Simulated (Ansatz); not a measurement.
# Relaxing a frame of liquid Na2CO3 from 1100 K (174 atoms), part 2 of 2

Wanted: the relaxed structure of a frame of liquid Na2CO3 from 1100 K (174 atoms) and its electronic structure.

Ansatz 0.2.0; Kohn-Sham DFT, PBEsol, PAW (set soft_2), plane waves.

The cell: 29 C, 87 O and 58 Na. The network of bonds at the start is that of the classical potential that made the cell. Sampling is at Γ alone, for a cell whose shortest periodic width is 14 Å.

So far, density (g/cm³): step 4 (local order after relaxation) 1.99.

### Step 5. Single point at the relaxed geometry

One more single point at the end of the walk gives the fuller output and checks the residual forces.

Contents of input.yaml:

```yaml
crystal:
  lattice:
    - [13.69749, 0.0, 0.0]
    - [0.0, 13.69749, 0.0]
    - [0.0, 0.0, 13.69749]
  atoms:
    - { symbol: C, position: [0.28564, 0.21307, 0.84369] }
    - { symbol: O, position: [0.22593, 0.27306, 0.80022] }
    - { symbol: O, position: [0.27981, 0.11996, 0.82995] }
    - { symbol: O, position: [0.35372, 0.24818, 0.89988] }
    - { symbol: C, position: [0.66553, 0.29371, 0.47635] }
    - { symbol: O, position: [0.72668, 0.26875, 0.409] }
    - { symbol: O, position: [0.68622, 0.27962, 0.56737] }
    - { symbol: O, position: [0.58402, 0.33716, 0.45301] }
    - { symbol: C, position: [0.38265, 0.51253, 0.98332] }
    - { symbol: O, position: [0.40539, 0.44319, 0.04509] }
    - { symbol: O, position: [0.40065, 0.50202, 0.89149] }
    - { symbol: O, position: [0.34155, 0.59095, 0.01694] }
    - { symbol: C, position: [0.46717, 0.82901, 0.61587] }
    - { symbol: O, position: [0.42184, 0.74651, 0.62658] }
    - { symbol: O, position: [0.41942, 0.9045, 0.58304] }
    - { symbol: O, position: [0.55937, 0.83434, 0.63371] }
    - { symbol: C, position: [0.94539, 0.6825, 0.26719] }
    - { symbol: O, position: [0.03339, 0.65607, 0.24366] }
    - { symbol: O, position: [0.92756, 0.71444, 0.35423] }
    - { symbol: O, position: [0.876, 0.67419, 0.20327] }
    - { symbol: C, position: [0.05077, 0.34284, 0.50291] }
    - { symbol: O, position: [0.09979, 0.31118, 0.42835] }
    - { symbol: O, position: [0.09308, 0.3522, 0.58679] }
    - { symbol: O, position: [0.9594, 0.36694, 0.49319] }
    - { symbol: C, position: [0.37396, 0.48316, 0.59184] }
    - { symbol: O, position: [0.46, 0.51639, 0.57168] }
    - { symbol: O, position: [0.3343, 0.41692, 0.53646] }
    - { symbol: O, position: [0.32844, 0.51373, 0.66954] }
    - { symbol: C, position: [0.64386, 0.26181, 0.04495] }
    - { symbol: O, position: [0.55675, 0.23417, 0.02145] }
    - { symbol: O, position: [0.67835, 0.24069, 0.13098] }
    - { symbol: O, position: [0.69667, 0.31015, 0.98378] }
    [... 136 atom lines left out ...]
    - { symbol: Na, position: [0.97616, 0.00703, 0.65552] }
    - { symbol: Na, position: [0.47424, 0.20596, 0.4939] }
    - { symbol: Na, position: [0.1398, 0.41278, 0.8791] }
    - { symbol: Na, position: [0.72254, 0.82873, 0.64496] }
    - { symbol: Na, position: [0.7587, 0.10108, 0.17577] }
    - { symbol: Na, position: [0.36175, 0.73854, 0.46492] }
kpoints:
  mp_grid: { grid: [1, 1, 1] }
hamiltonian:
  xc: pbesol
scf:
  occupations: { method: fixed }
output:
  forces: true
  stress: true
  populations: true
  dos:
    method: { smearing: { sigma: 0.08 } }
    de: 0.1
    projected: { site_lists: { C: [C], Na: [Na], O: [O] } }
  eigenvalues: true
  write_density: true
  write_potential: true
  volumetric_format: npy
```

Command:

```bash
> ansatz run input.yaml --threads 4 --pin off --max-ram 8192MiB --backend cpu --events-out ev --progress --plain --runs-dir out
```

Run time: 68 s. Hardware: 4 threads of Intel Xeon Platinum 8259CL at 2.50GHz (Skylake/Cascade Lake), shared host; peak memory 4.6 GiB.

The program notes that the exchange-correlation potential is rough where the density is thin.

The run gave:

```yaml
free_energy: -141625.7472 eV
free_energy_per_atom: -813.9411 eV/atom
scf_cycles: 10
pressure: -1.43 GPa
r_m_s_force_component: 0.00733 eV/Å
longest_force: 0.04265 eV/Å
fermi_energy: 2.088 eV
spacing_of_highest_filled_and_lowest_empty_level: 3.261 eV
spilling_of_the_projection: 0.006423
```

Löwdin charges by element and coordination (they lack the spilled electrons, 0.043 e an atom on average):

```
element  coordination  atoms  mean charge (e)  spread   least    most
      C           all     29            0.645  0.0099   0.619   0.665
     Na           all     58            0.785  0.0114   0.761   0.815
     Na             4     13            0.796  0.0068   0.785   0.807
     Na             5     28            0.785  0.0088   0.774   0.815
     Na             6     15            0.775  0.0079   0.765   0.790
     Na             7      2            0.766  0.0059   0.761   0.772
      O           all     87           -0.652  0.0144  -0.683  -0.607
      O             3      5           -0.629   0.012  -0.641  -0.607
      O             4     44           -0.649  0.0121  -0.673  -0.625
      O             5     36           -0.659  0.0129  -0.683  -0.632
      O             6      2           -0.662  4.0e-4  -0.662  -0.661
```

Density of states as counts of states in windows of 1 eV (from the Fermi level), total and the larger projections:

```
from (eV)  to (eV)  total    O p  Na s   C p   O s
      -18      -17    1.0    0.0   0.0   0.3   0.7
      -17       -9    0.0    0.0   0.0   0.0   0.0
       -9       -8    0.6    0.3   0.0   0.0   0.1
       -8       -7   57.4   31.8   2.3   0.2  16.4
       -7       -6   54.3   34.8   1.2  11.9   5.7
       -6       -5  119.7   75.9   1.2  28.5  12.3
       -5       -3    0.0    0.0   0.0   0.0   0.0
       -3       -2   87.8   81.9   4.0   0.2   0.3
       -2       -1  144.2  140.7   1.1   0.2   0.1
       -1        0   55.3   54.6   0.1   0.0   0.0
        0        1    2.7    2.7   0.0   0.0   0.0
        1        3    0.0    0.0   0.0   0.0   0.0
        3        4    2.0    0.0   1.5   0.0   0.4
        4        5   24.3    2.2  15.2   2.5   2.2
```

The curve was stored every 0.10 eV, coarse against its broadening of 0.08 eV, so these counts are rough.

With fixed occupations the program's Fermi level is the highest filled level; weight inside the gap is the broadening of levels at its edges.

Between -26 and -18 eV lie 521 more states.

The stored curve holds about 1044 of the 1160 electrons; the rest, give or take the few that broadening carries across the Fermi level, lie in deeper levels below its range.

The levels nearest the highest filled one (over half full), pooled over k-points and spins:

```
level less the highest filled one (eV)  occupation
                                -0.203           2
                                -0.194           2
                                -0.153           2
                               -0.0668           2
                               -0.0388           2
                                     0           2
                                  3.26           0
                                  4.11           0
                                  4.15           0
                                  4.21           0
                                  4.25           0
                                  4.34           0
```

Valence density in the ab plane at fractional z = 0.277, with atoms of C and O and Na within 0.2 Å of it. It is the smooth field of the valence electrons, not physical close to the nuclei.

Ten steps, logarithmic in the rise over the least value, from '0' (0 e/Å³) to '9' (17 e/Å³), each cell a mean:
```
000001234431000013331101100000134542100
000112223210000000000000000000257763100
001244322211000000000000000000135652100
001244321111001465200012221000011210000
000111100000002798510125664100000000000
000000000000001465200136774200000001111
222100000001122110000013442100000123443
555310000012455310000000110000001124555
565310000012455311100000000000000122334
222100000001234333331000000000000000111
000000000012344445653100012211100000000
000000000135653223432000246544332100000
000000000124542101110001257655554321000
000000000001211000000000123334444421000
000000000000000000000000011111122211000
000000000000000012210015652000000111000
000000000000012246652138994100000010000
000000000001234567763115652000000010000
111000122112345444432000000000012443211
555311454111233221100000000000024776433
787411232100111000000012221000014665445
565310000000000012322235663100001222223
111100123210000146764346774200000000001
000101245531000147764234442100001110000
```
Columns run along a (13.7 Å), rows up along b (13.7 Å). Atoms in or near the plane, at fractional coordinates: C at (0.95, 0.68), O at (0.46, 0.03), O at (0.62, 0.06), C at (0.38, 0.24), O at (0.46, 0.27), O at (0.03, 0.14), O at (0.87, 0.17), O at (0.63, 0.77), O at (0.85, 0.93), C at (0.77, 0.47), Na at (0.42, 0.80), Na at (0.62, 0.31).

Electrostatic potential energy in the ab plane at fractional z = 0.277, with atoms of C and O and Na within 0.2 Å of it. With pseudopotentials it is smooth inside the atoms' cores, unlike the true potential.

Values in eV, 13 rows by 16 columns, each cell a mean:
```
  5   4   4  -4   4   6   6   4   6   5   5   7   6 -21  -3   7
  6   3  -1   1   5   5  -1   2   6   6   5   6   6 -11   1   7
  6   5   5   6   7   4 -27 -18   5  -7 -18   6   5   6   7   6
  2   6   3   4   7   3   3   4   7   0  -6   6   5   6  -5 -17
-18   2   5   5   6 -16   1   7   7   7   6   4   6   7  -7 -20
  7   7   7   7   6 -10 -16 -13   4   7   6   5   5   7   6   5
  6   7   7   7  -5 -13   4   3   6   7 -12 -25 -29  -1   7   6
  6   7   7   7   7   7   7   7   6   5   3  -2 -13  -1   6   6
  7   7   7   7   7   6   5  -1   5 -13 -18   3   6   4   2   4
  7   7   4   4   5 -15 -29 -33  -1  -9 -14   4   7   6   4   5
-13   1  -4  -9   5  -4  -9   5   6   6   6   6   7 -14 -25  -5
-23  -2   4   3   6   7   7   3   1  -7  -9   5   5   1  -5  -7
  5   3   6  -7   4   6   1 -35 -11 -13 -14   6   6   7   7   6
```
Columns run along a (13.7 Å; values clipped at the 3rd and 97th percentile), rows up along b (13.7 Å). Atoms in or near the plane, at fractional coordinates: C at (0.95, 0.68), O at (0.46, 0.03), O at (0.62, 0.06), C at (0.38, 0.24), O at (0.46, 0.27), O at (0.03, 0.14), O at (0.87, 0.17), O at (0.63, 0.77), O at (0.85, 0.93), C at (0.77, 0.47), Na at (0.42, 0.80), Na at (0.62, 0.31).

Mean Löwdin charges: C +0.64, Na +0.78, O -0.65 e (they miss 0.64 % of the electrons, so they add up to more than the cell's charge). The largest share in the top eV of filled states is O p (100 % of the projected weight), and in the lowest eV of empty states Na s (77 % of the projected weight).

A closer look about O67, picked at random: 13 atoms, nearest first, numbered in the order of the input, with positions taken from that point.

```
 atom      x      y      z  distance (Å)  bonds  Löwdin charge (e)
  O67   0.00   0.00   0.00          0.00      3              -0.63
  C65   0.71   0.55   0.92          1.29      3               0.66
  O68   1.59  -0.15   1.58          2.25      4              -0.67
  O66   0.56   1.81   1.21          2.25      4              -0.67
Na170   0.01   0.33  -2.28          2.30      4               0.79
Na151  -1.46  -1.97   0.36          2.47      5               0.79
Na152   3.31  -0.70  -0.16          3.39      4               0.79
Na164   1.42   3.05  -0.54          3.41      5               0.78
   O7   2.91   1.34  -1.27          3.45      4              -0.64
  O44  -2.86  -1.33  -1.44          3.47      4              -0.65
Na121  -1.58   2.72   1.49          3.48      5               0.78
Na132   0.14  -0.71   3.50          3.58      4               0.79
   C1  -2.57   0.43   2.51          3.62      3               0.66
```

The column of bonds counts only the pairs O-Na within 2.98 Å, O-C within 1.73 Å; other neighbours, such as metal atoms beside each other in a compound, aren't counted, and periodic images can show an atom twice.

### Step 6. Outcome

* energy change in the relaxation: -228.2 meV/atom
* r.m.s. displacement: 0.932 Å
* largest displacement: 2.561 Å
* free energy per atom: -813.9411 eV/atom
* pressure: -1.43 GPa
* r.m.s. force component: 0.00733 eV/Å
* gap (highest filled to lowest empty level): 3.261 eV
* wall time of the 3 DFT runs: 30 min

In words: Relaxation lowers the energy by 228 meV/atom and moves atoms by 0.93 Å r.m.s.; the r.m.s. force component goes from 2.3 to 0.0073 eV/Å, the pressure goes from 4.5 to -1.4 GPa, and the gap from 0.934 to 3.26 eV. By the final cutoffs 75 of 381 bonded pairs parted and 77 joined. The energy was still falling by growing amounts at the end, so a soft direction may be left unrelaxed. From the first step to the last the energy fell by 39.715 eV, and the largest move was 2.56 Å (Na134). The O-Na bonds change most in mean length: from 2.541 Å (spread 0.213) to 2.436 Å (spread 0.143), and their number from 294 to 296. By these cutoffs all C atoms have 3, 48 % of Na atoms have 5 and 51 % of O atoms have 4 bonded neighbours. Filled and empty levels are parted by 3.26 eV (at Γ alone); a semilocal functional tends to put such gaps too low. In a disordered cell it changes from sample to sample and from frame to frame.

**Limits.** The network of bonds at the start is that of the classical potential that made the cell; in DFT 75 of its 381 bonded pairs passed out of the cutoffs and 77 came within them.

[Logs are printed without paths, hosts, clocks, repeated set-up lines and the standing remarks that a program may print on its own settings, such as how far it seeks lower states.]

[Hosts, paths, dates, database ids (printed as entryN), source tags and the programs' standing remarks are cut or masked in the printed files.]
